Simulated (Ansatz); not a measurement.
# SrLiCO3F (built on the sites of a database entry of RbSrCO3F): following an unstable mode, part 2 of 3

Which phase does SrLiCO3F (built on the sites of a database entry of RbSrCO3F) fall into along its unstable mode, and how much energy does it gain?

Ansatz 0.2.0; DFT LDA, scalar-relativistic, plane waves, PAW.

So far, highest frequency on the path or at a solved wavevector (cm⁻¹): step 2 (the dispersion) 1517. Also lowest frequency on the path (cm⁻¹): step 2 -282.

The structure was built from a prototype and need not be the compound's stable phase.

## (6) Relaxing from the distorted cell

Starting from the lowest point found, all atoms and the cell are let go, so that strain and other modes of the same symmetry can join in.

The input, input.yaml:

```yaml
crystal:
  lattice:
    - [5.0695735358, 0.0, 0.0]
    - [-2.5347867679, 4.3903794684, 0.0]
    - [0.0, 0.0, 4.482625027]
  atoms:
    - { symbol: Li, position: [0.3333333333, 0.6666666667, 0.1338501428] }
    - { symbol: Sr, position: [0.6666666667, 0.3333333333, 0.5031872278] }
    - { symbol: C, position: [0.0, 0.0, 0.4778766453] }
    - { symbol: O, position: [0.1465790464, 0.2931580929, 0.4790818004] }
    - { symbol: O, position: [0.1465790464, 0.8534209536, 0.4790818004] }
    - { symbol: O, position: [0.7068419071, 0.8534209536, 0.4790818004] }
    - { symbol: F, position: [0.6666666667, 0.3333333333, 0.0032397222] }
kpoints:
  mp_grid: { grid: [6, 6, 4] }
hamiltonian:
  xc: lda
scf:
  occupations: { method: fixed }
output:
  forces: true
  stress: true
  eigenvalues: true
relax:
  adjacent_minimum: "off"
  f_tol: 0.002
  max_steps: 120
  cell: { stress_tol: 0.03 }
```

On the command line:

```console
$ ansatz run input.yaml --threads 8 --pin off --max-ram 14336MiB --backend cpu --events-out ev --progress --plain --runs-dir out
```

Numbers of over 12 decimals in the logs are rounded to 6 here.

Log:

```text
[...]
Crystal: 7 atoms, lattice volume = 99.771 Å³
Basis set: ecut = 420 eV, 1977 PW (Γ)
Bands: 28, of which v1, the nominal top of the filled ones, is band 21 counted from 1 (20 counted from 0)
Symmetry: 6 space group operations
[...]
k-points: 24 of 144 (time reversal used)
[...]
SCF iter   1: F=—  HF=-6354.487899 eV  |F-HF|=—  |Δ(HF+E_count)|=         —  Δρ=1.31e-2  dr2=1.43e-1  ethr=1.77e-3  ⟨swp⟩=5.2  Hψ=3034  notcnv=0  defer=108
[...]
SCF iter   8: F=-6354.442196 eV  HF=-6354.442196 eV  |F-HF|=9.24e-9  |Δ(HF+E_count)|=   1.66e-7  Δρ=2.74e-6  dr2=7.46e-9  ethr=2.38e-10  ⟨swp⟩=13.7  Hψ=4374  notcnv=0
SCF 1 converged in 8 iterations: F = -6354.442196 eV  dr2 = 7.46e-9
[...]
relax step   1: F+E_penalty+E_count = -6354.44219620 eV  Δ(F+E_penalty+E_count) = +0.000e0 eV  max|allowed force component| = 8.952e-1 eV/Å  Δτ_max = 0.0000 Å  P = +0.162 GPa  Ω = 99.771 Å³  (8 SCF iters, dr2 threshold 1.00e-7 eV, accepted)
Crystal: 7 atoms, lattice volume = 103.944 Å³
Basis set: ecut = 420 eV, 2073 PW (Γ)
[...]
iter 1 solved again at ethr=1.26e-3 eV; its pass at ethr=3.10e-3 eV (dr2=5.31e-1 eV) is discarded
[...]
SCF iter   8: F=-6354.607172 eV  HF=-6354.607172 eV  |F-HF|=1.05e-7  |Δ(HF+E_count)|=   4.31e-7  Δρ=9.68e-6  dr2=1.32e-7  ethr=1.67e-9  ⟨swp⟩=13.6  Hψ=4443  notcnv=0
SCF 2 converged in 8 iterations: F = -6354.607172 eV  dr2 = 1.32e-7
relax step   2: F+E_penalty+E_count = -6354.60717217 eV  Δ(F+E_penalty+E_count) = -1.650e-1 eV  max|allowed force component| = 1.981e0 eV/Å  Δτ_max = 0.1939 Å  P = -2.442 GPa  Ω = 103.944 Å³  energy of the carried Pulay correction = -1.840e-2 eV  (8 SCF iters, dr2 threshold 7.00e-7 eV, accepted)
Crystal: 7 atoms, lattice volume = 103.594 Å³
Basis set: ecut = 420 eV, 2085 PW (Γ)
[...]
SCF iter   8: F=-6354.902450 eV  HF=-6354.902450 eV  |F-HF|=7.74e-8  |Δ(HF+E_count)|=   7.64e-8  Δρ=4.81e-6  dr2=4.82e-8  ethr=1.67e-9  ⟨swp⟩=6.2  Hψ=2831  notcnv=0
SCF 3 converged in 8 iterations: F = -6354.902450 eV  dr2 = 4.82e-8
relax step   3: F+E_penalty+E_count = -6354.90244968 eV  Δ(F+E_penalty+E_count) = -2.953e-1 eV  max|allowed force component| = 7.543e-1 eV/Å  Δτ_max = 0.1955 Å  P = -2.408 GPa  Ω = 103.594 Å³  energy of the carried Pulay correction = -1.689e-2 eV  (8 SCF iters, dr2 threshold 7.00e-7 eV, accepted)
[... from here on, the SCF cycles and remarks between the steps are left out ...]
relax step   4: F+E_penalty+E_count = -6355.00073706 eV  Δ(F+E_penalty+E_count) = -9.829e-2 eV  max|allowed force component| = 7.082e-1 eV/Å  Δτ_max = 0.1935 Å  P = -0.497 GPa  Ω = 102.484 Å³  energy of the carried Pulay correction = -1.205e-2 eV  (8 SCF iters, dr2 threshold 7.00e-7 eV, accepted)
relax step   5: F+E_penalty+E_count = -6355.01611066 eV  Δ(F+E_penalty+E_count) = -1.537e-2 eV  max|allowed force component| = 2.992e-1 eV/Å  Δτ_max = 0.0470 Å  P = -0.479 GPa  Ω = 103.516 Å³  energy of the carried Pulay correction = -1.656e-2 eV  (7 SCF iters, dr2 threshold 7.00e-7 eV, accepted)
relax step   6: F+E_penalty+E_count = -6355.01944061 eV  Δ(F+E_penalty+E_count) = -3.330e-3 eV  max|allowed force component| = 8.509e-2 eV/Å  Δτ_max = 0.0396 Å  P = +0.040 GPa  Ω = 103.993 Å³  energy of the carried Pulay correction = -1.862e-2 eV  (6 SCF iters, dr2 threshold 7.00e-7 eV, accepted)
relax step   7: F+E_penalty+E_count = -6355.02071806 eV  Δ(F+E_penalty+E_count) = -1.277e-3 eV  max|allowed force component| = 4.692e-2 eV/Å  Δτ_max = 0.0153 Å  P = +0.079 GPa  Ω = 103.929 Å³  energy of the carried Pulay correction = -1.834e-2 eV  (5 SCF iters, dr2 threshold 4.52e-7 eV, accepted)
relax step   8: F+E_penalty+E_count = -6355.02077524 eV  Δ(F+E_penalty+E_count) = -5.719e-5 eV  max|allowed force component| = 5.583e-3 eV/Å  Δτ_max = 0.0036 Å  P = +0.027 GPa  Ω = 103.947 Å³  energy of the carried Pulay correction = -1.842e-2 eV  (5 SCF iters, dr2 threshold 1.38e-7 eV, accepted)
relax step   9: F+E_penalty+E_count = -6355.02059003 eV  Δ(F+E_penalty+E_count) = +1.852e-4 eV  max|allowed force component| = 3.891e-3 eV/Å  Δτ_max = 0.0014 Å  P = -0.004 GPa  Ω = 103.992 Å³  energy of the carried Pulay correction = -1.861e-2 eV  (5 SCF iters, dr2 threshold 2.75e-9 eV, accepted)
relax step  10: F+E_penalty+E_count = -6355.02057154 eV  Δ(F+E_penalty+E_count) = +1.849e-5 eV  max|allowed force component| = 6.196e-4 eV/Å  Δτ_max = 0.0005 Å  P = +0.001 GPa  Ω = 103.997 Å³  energy of the carried Pulay correction = -1.863e-2 eV  (5 SCF iters, dr2 threshold 9.46e-10 eV, accepted)
relax step  11: F+E_penalty+E_count = -6355.04513143 eV  Δ(F+E_penalty+E_count) = -2.456e-2 eV  max|allowed force component| = 2.641e-3 eV/Å  Δτ_max = 0.0000 Å  P = +0.358 GPa  Ω = 103.997 Å³  stress off target by 5.17e-1 GPa  SCF on the basis re-selected at this cell (its energy is not comparable with the rows above)  (7 SCF iters)
relax step  12: F+E_penalty+E_count = -6355.04283542 eV  Δ(F+E_penalty+E_count) = +2.296e-3 eV  max|allowed force component| = 1.732e-2 eV/Å  Δτ_max = 0.0063 Å  P = -0.036 GPa  Ω = 104.711 Å³  energy of the carried Pulay correction = -3.116e-3 eV  (6 SCF iters, dr2 threshold 6.67e-7 eV, accepted)
relax step  13: F+E_penalty+E_count = -6355.04294537 eV  Δ(F+E_penalty+E_count) = -1.099e-4 eV  max|allowed force component| = 7.246e-3 eV/Å  Δτ_max = 0.0024 Å  P = -0.006 GPa  Ω = 104.691 Å³  energy of the carried Pulay correction = -3.040e-3 eV  (5 SCF iters, dr2 threshold 1.87e-8 eV, accepted)
relax step  14: F+E_penalty+E_count = -6355.04299842 eV  Δ(F+E_penalty+E_count) = -5.305e-5 eV  max|allowed force component| = 2.143e-3 eV/Å  Δτ_max = 0.0008 Å  P = -0.001 GPa  Ω = 104.680 Å³  energy of the carried Pulay correction = -2.990e-3 eV  (5 SCF iters, dr2 threshold 3.28e-9 eV, accepted)
relax step  15: F+E_penalty+E_count = -6355.04300763 eV  Δ(F+E_penalty+E_count) = -9.213e-6 eV  max|allowed force component| = 1.684e-4 eV/Å  Δτ_max = 0.0002 Å  P = +0.000 GPa  Ω = 104.678 Å³  energy of the carried Pulay correction = -2.981e-3 eV  (5 SCF iters, dr2 threshold 2.87e-10 eV, accepted)
relax step  16: F+E_penalty+E_count = -6355.04604835 eV  Δ(F+E_penalty+E_count) = -3.041e-3 eV  max|allowed force component| = 2.106e-4 eV/Å  Δτ_max = 0.0000 Å  P = +0.045 GPa  Ω = 104.678 Å³  stress off target by 5.67e-2 GPa  SCF on the basis re-selected at this cell (its energy is not comparable with the rows above)  (6 SCF iters)
relax step  17: F+E_penalty+E_count = -6355.04566954 eV  Δ(F+E_penalty+E_count) = +3.788e-4 eV  max|allowed force component| = 5.296e-4 eV/Å  Δτ_max = 0.0014 Å  P = +0.001 GPa  Ω = 104.768 Å³  energy of the carried Pulay correction = -3.926e-4 eV  (6 SCF iters, dr2 threshold 8.02e-9 eV, accepted)
[...]
SCF iter   6: F=-6355.046361 eV  HF=-6355.046361 eV  |F-HF|=1.82e-12  |Δ(HF+E_count)|=  1.82e-11  Δρ=1.24e-7  dr2=1.54e-11  ethr=1.00e-12  ⟨swp⟩=15.9  Hψ=5060  notcnv=0
SCF 18 converged in 6 iterations: F = -6355.046361 eV  dr2 = 1.54e-11
relax step  18: F+E_penalty+E_count = -6355.04636102 eV  Δ(F+E_penalty+E_count) = -6.915e-4 eV  max|allowed force component| = 5.334e-4 eV/Å  Δτ_max = 0.0000 Å  P = +0.005 GPa  Ω = 104.768 Å³  stress off target by 6.57e-3 GPa  SCF on the basis re-selected at this cell (its energy is not comparable with the rows above)  (6 SCF iters)
[...]
SCF converged after 6 iterations
Free energy (F): -6355.046361 eV
[...]
Internal energy: -6355.046361 eV  (E = F + TS)
E sigma→0 (E₀):  -6355.046361 eV
Fermi energy:    1.929274 eV
[...]
--- Forces (eV/Å), atoms counted from 1 ---
  atom   1  Li     0.00000000    -0.00000000    -0.00000778
  atom   2  Sr    -0.00000000     0.00000000     0.00007909
  atom   3  C      0.00000000     0.00000000     0.00053082
  atom   4  O      0.00000000    -0.00053339    -0.00021181
  atom   5  O     -0.00046193     0.00026669    -0.00021181
  atom   6  O      0.00046193     0.00026669    -0.00021181
  atom   7  F     -0.00000000     0.00000000     0.00002696
  max |Σ_I F_I| component: 6.35e-6 eV/Å
--- Stress (GPa, compression-positive) ---
        0.003596       0.000000       0.000000
        0.000000       0.003596       0.000000
        0.000000       0.000000       0.006575
  P = ⅓ Tr σ = 0.0046 GPa (0.046 kbar)
--- Band table (eV; the first three rows and the last of 24) ---
  k-point 0: bands = [... 17 lower, 0.6020, 0.6020, 0.7908, 1.9266, 6.3193, 7.5976, 9.7317, 9.7317, ... 3 higher]
  k-point 1: bands = [... 17 lower, 0.4798, 0.6195, 0.6195, 1.9281, 6.6134, 7.8140, 9.9389, 9.9389, ... 3 higher]
  k-point 2: bands = [... 17 lower, 0.4373, 0.6333, 0.6333, 1.9293, 6.6777, 8.6728, 10.1409, 10.1409, ... 3 higher]
  k-point 23: bands = [... 17 lower, 0.1458, 0.4387, 0.7343, 1.1972, 7.8823, 8.8562, 9.8379, 10.6908, ... 3 higher]
--- Relaxed structure (15 steps of the walk, 15 accepted, 3 SCFs on fresh bases) ---
  F+E_penalty+E_count = -6355.04636102 eV   max|allowed force component| = 5.334e-4 eV/Å   (the final SCF, on the basis selected at the relaxed cell)
  cell:  # Å, volume = 104.7684 Å³
    - [5.130433, 0, 0]
    - [-2.565217, 4.443085, 0]
    - [0, 0, 4.596125]
  atoms:
    - { symbol: Li, position: [0.333333, 0.666667, 0.274062] }
    - { symbol: Sr, position: [0.666667, 0.333333, 0.521647] }
    - { symbol: C, position: [-2.655826197390131e-17, 1.0618091726447212e-17, 0.431786] }
    - { symbol: O, position: [0.144014, 0.288029, 0.436522] }
    - { symbol: O, position: [0.144014, 0.855986, 0.436522] }
    - { symbol: O, position: [0.711971, 0.855986, 0.436522] }
    - { symbol: F, position: [0.666667, 0.333333, 0.018340] }
```

The job ended after 18 s (8 threads of Arm Neoverse V2, shared host; peak memory 0.49 GiB; 2 min of CPU time).

Relaxation path:

```csv
step,energy less that of the first step (eV),largest force component (eV/Å),pressure (GPa),volume (Å³)
1,0.0000,0.8952,0.16,99.77
2,-0.1650,1.9810,-2.44,103.94
3,-0.4603,0.7543,-2.41,103.59
4,-0.5585,0.7082,-0.50,102.48
5,-0.5739,0.2992,-0.48,103.52
6,-0.5772,0.0851,0.04,103.99
7,-0.5785,0.0469,0.08,103.93
8,-0.5786,0.0056,0.03,103.95
9,-0.5784,0.0039,0.00,103.99
10,-0.5784,0.0006,0.00,104.00
11*,-0.6029,0.0026,0.36,104.00
12,-0.6006,0.0173,-0.04,104.71
13,-0.6007,0.0072,-0.01,104.69
14,-0.6008,0.0021,0.00,104.68
15,-0.6008,0.0002,0.00,104.68
16*,-0.6039,0.0002,0.05,104.68
17,-0.6035,0.0005,0.00,104.77
18*,-0.6042,0.0005,0.00,104.77
```

Relaxation steps marked * repeat the geometry before them on a plane-wave basis chosen anew for their cell, so energy and pressure can jump there.

Forces are held to the 6 operations that the run works with; a distortion that breaks them can't arise in this run.

```csv
"conventional cell, symmetrised",before,after,change
a (Å),5.070,5.130,+1.2 %
b (Å),5.070,5.130,+1.2 %
c (Å),4.483,4.596,+2.5 %
volume (Å³/atom),14.25,14.97,+5.0 %
```

The atoms that moved most (Å, as changes of fractional coordinates times the final cell):

```csv
atom,dx,dy,dz,length
Li1,0.000,0.000,0.644,0.644
C3,0.000,0.000,-0.212,0.212
O6,0.020,0.011,-0.196,0.197
O5,-0.020,0.011,-0.196,0.197
O4,0.000,-0.023,-0.196,0.197
Sr2,0.000,0.000,0.085,0.085
F7,0.000,0.000,0.069,0.069
```

This step gave:

| Quantity | Value |
| --- | --- |
| pressure | 0.004589 GPa |
| gap on the k-mesh | 4.390 eV |
| volume per atom | 14.97 Å³ |

The distorted start has space group P3m1; the relaxation ends in P3m1.

## (7) The new phase in its own primitive cell

The relaxed structure is symmetrised, reduced to its primitive cell and relaxed tightly, as its phonons need.

The input, input.yaml:

```yaml
crystal:
  lattice:
    - [5.1304331418, 0.0, 0.0]
    - [-2.5652165709, 4.4430854332, 0.0]
    - [0.0, 0.0, 4.5961245418]
  atoms:
    - { symbol: Li, position: [0.3333333333, 0.6666666667, 0.2740618729] }
    - { symbol: Sr, position: [0.6666666667, 0.3333333333, 0.5216465773] }
    - { symbol: C, position: [0.0, 0.0, 0.4317861235] }
    - { symbol: O, position: [0.1440143471, 0.2880286943, 0.4365216806] }
    - { symbol: O, position: [0.1440143471, 0.8559856529, 0.4365216806] }
    - { symbol: O, position: [0.7119713057, 0.8559856529, 0.4365216806] }
    - { symbol: F, position: [0.6666666667, 0.3333333333, 0.0183395237] }
kpoints:
  mp_grid: { grid: [6, 6, 4] }
hamiltonian:
  xc: lda
scf:
  occupations: { method: fixed }
output:
  forces: true
  stress: true
  eigenvalues: true
relax:
  adjacent_minimum: "off"
  f_tol: 0.001
  max_steps: 60
  cell: { stress_tol: 0.01 }
```

Log:

```text
[...]
Crystal: 7 atoms, lattice volume = 104.768 Å³
Basis set: ecut = 420 eV, 2085 PW (Γ)
Bands: 28, of which v1, the nominal top of the filled ones, is band 21 counted from 1 (20 counted from 0)
Symmetry: 6 space group operations
[...]
k-points: 24 of 144 (time reversal used)
[...]
- [0.0, 0.0, 4.5961245418]
  atoms:
    - { symbol: Li, position: [0.333333, 0.666667, 0.2740618729] }
    - { symbol: Sr, position: [0.666667, 0.333333, 0.5216465773] }
    - { symbol: C, position: [0, -1.3216940769962563e-17, 0.431786] }
    - { symbol: O, position: [0.144014, 0.288029, 0.436522] }
    - { symbol: O, position: [0.144014, 0.855986, 0.436522] }
    - { symbol: O, position: [0.711971, 0.855986, 0.436522] }
    - { symbol: F, position: [0.666667, 0.333333, 0.018340] }
[key lines of the parts left out:]
SCF converged after 9 iterations
Free energy (F): -6355.046361 eV
Fermi energy:    1.929274 eV
P = ⅓ Tr σ = 0.0046 GPa (0.046 kbar)
```

The job ended after 2.2 s (8 threads; peak memory 0.47 GiB; 16 s of CPU time).

Little changed from the start: no atom moved by 0.005 Å and no cell edge by 0.1 %.

Numbers from this step:

```
pressure           : 0.004593 GPa
direct gap on mesh : 4.393 eV
```

The largest force component left is 0.53 meV/Å and the pressure is 0.005 GPa, within the tolerances set. The cell now holds 14.97 Å³/atom.

(Part 2 of 3 ends here.)

[Logs are printed without paths, hosts, clocks, repeated set-up lines and the standing remarks that a program may print on its own settings, such as how far it seeks lower states.]

[Hosts, paths, dates, database ids (printed as entryN), source tags and the programs' standing remarks are cut or masked in the printed files.]
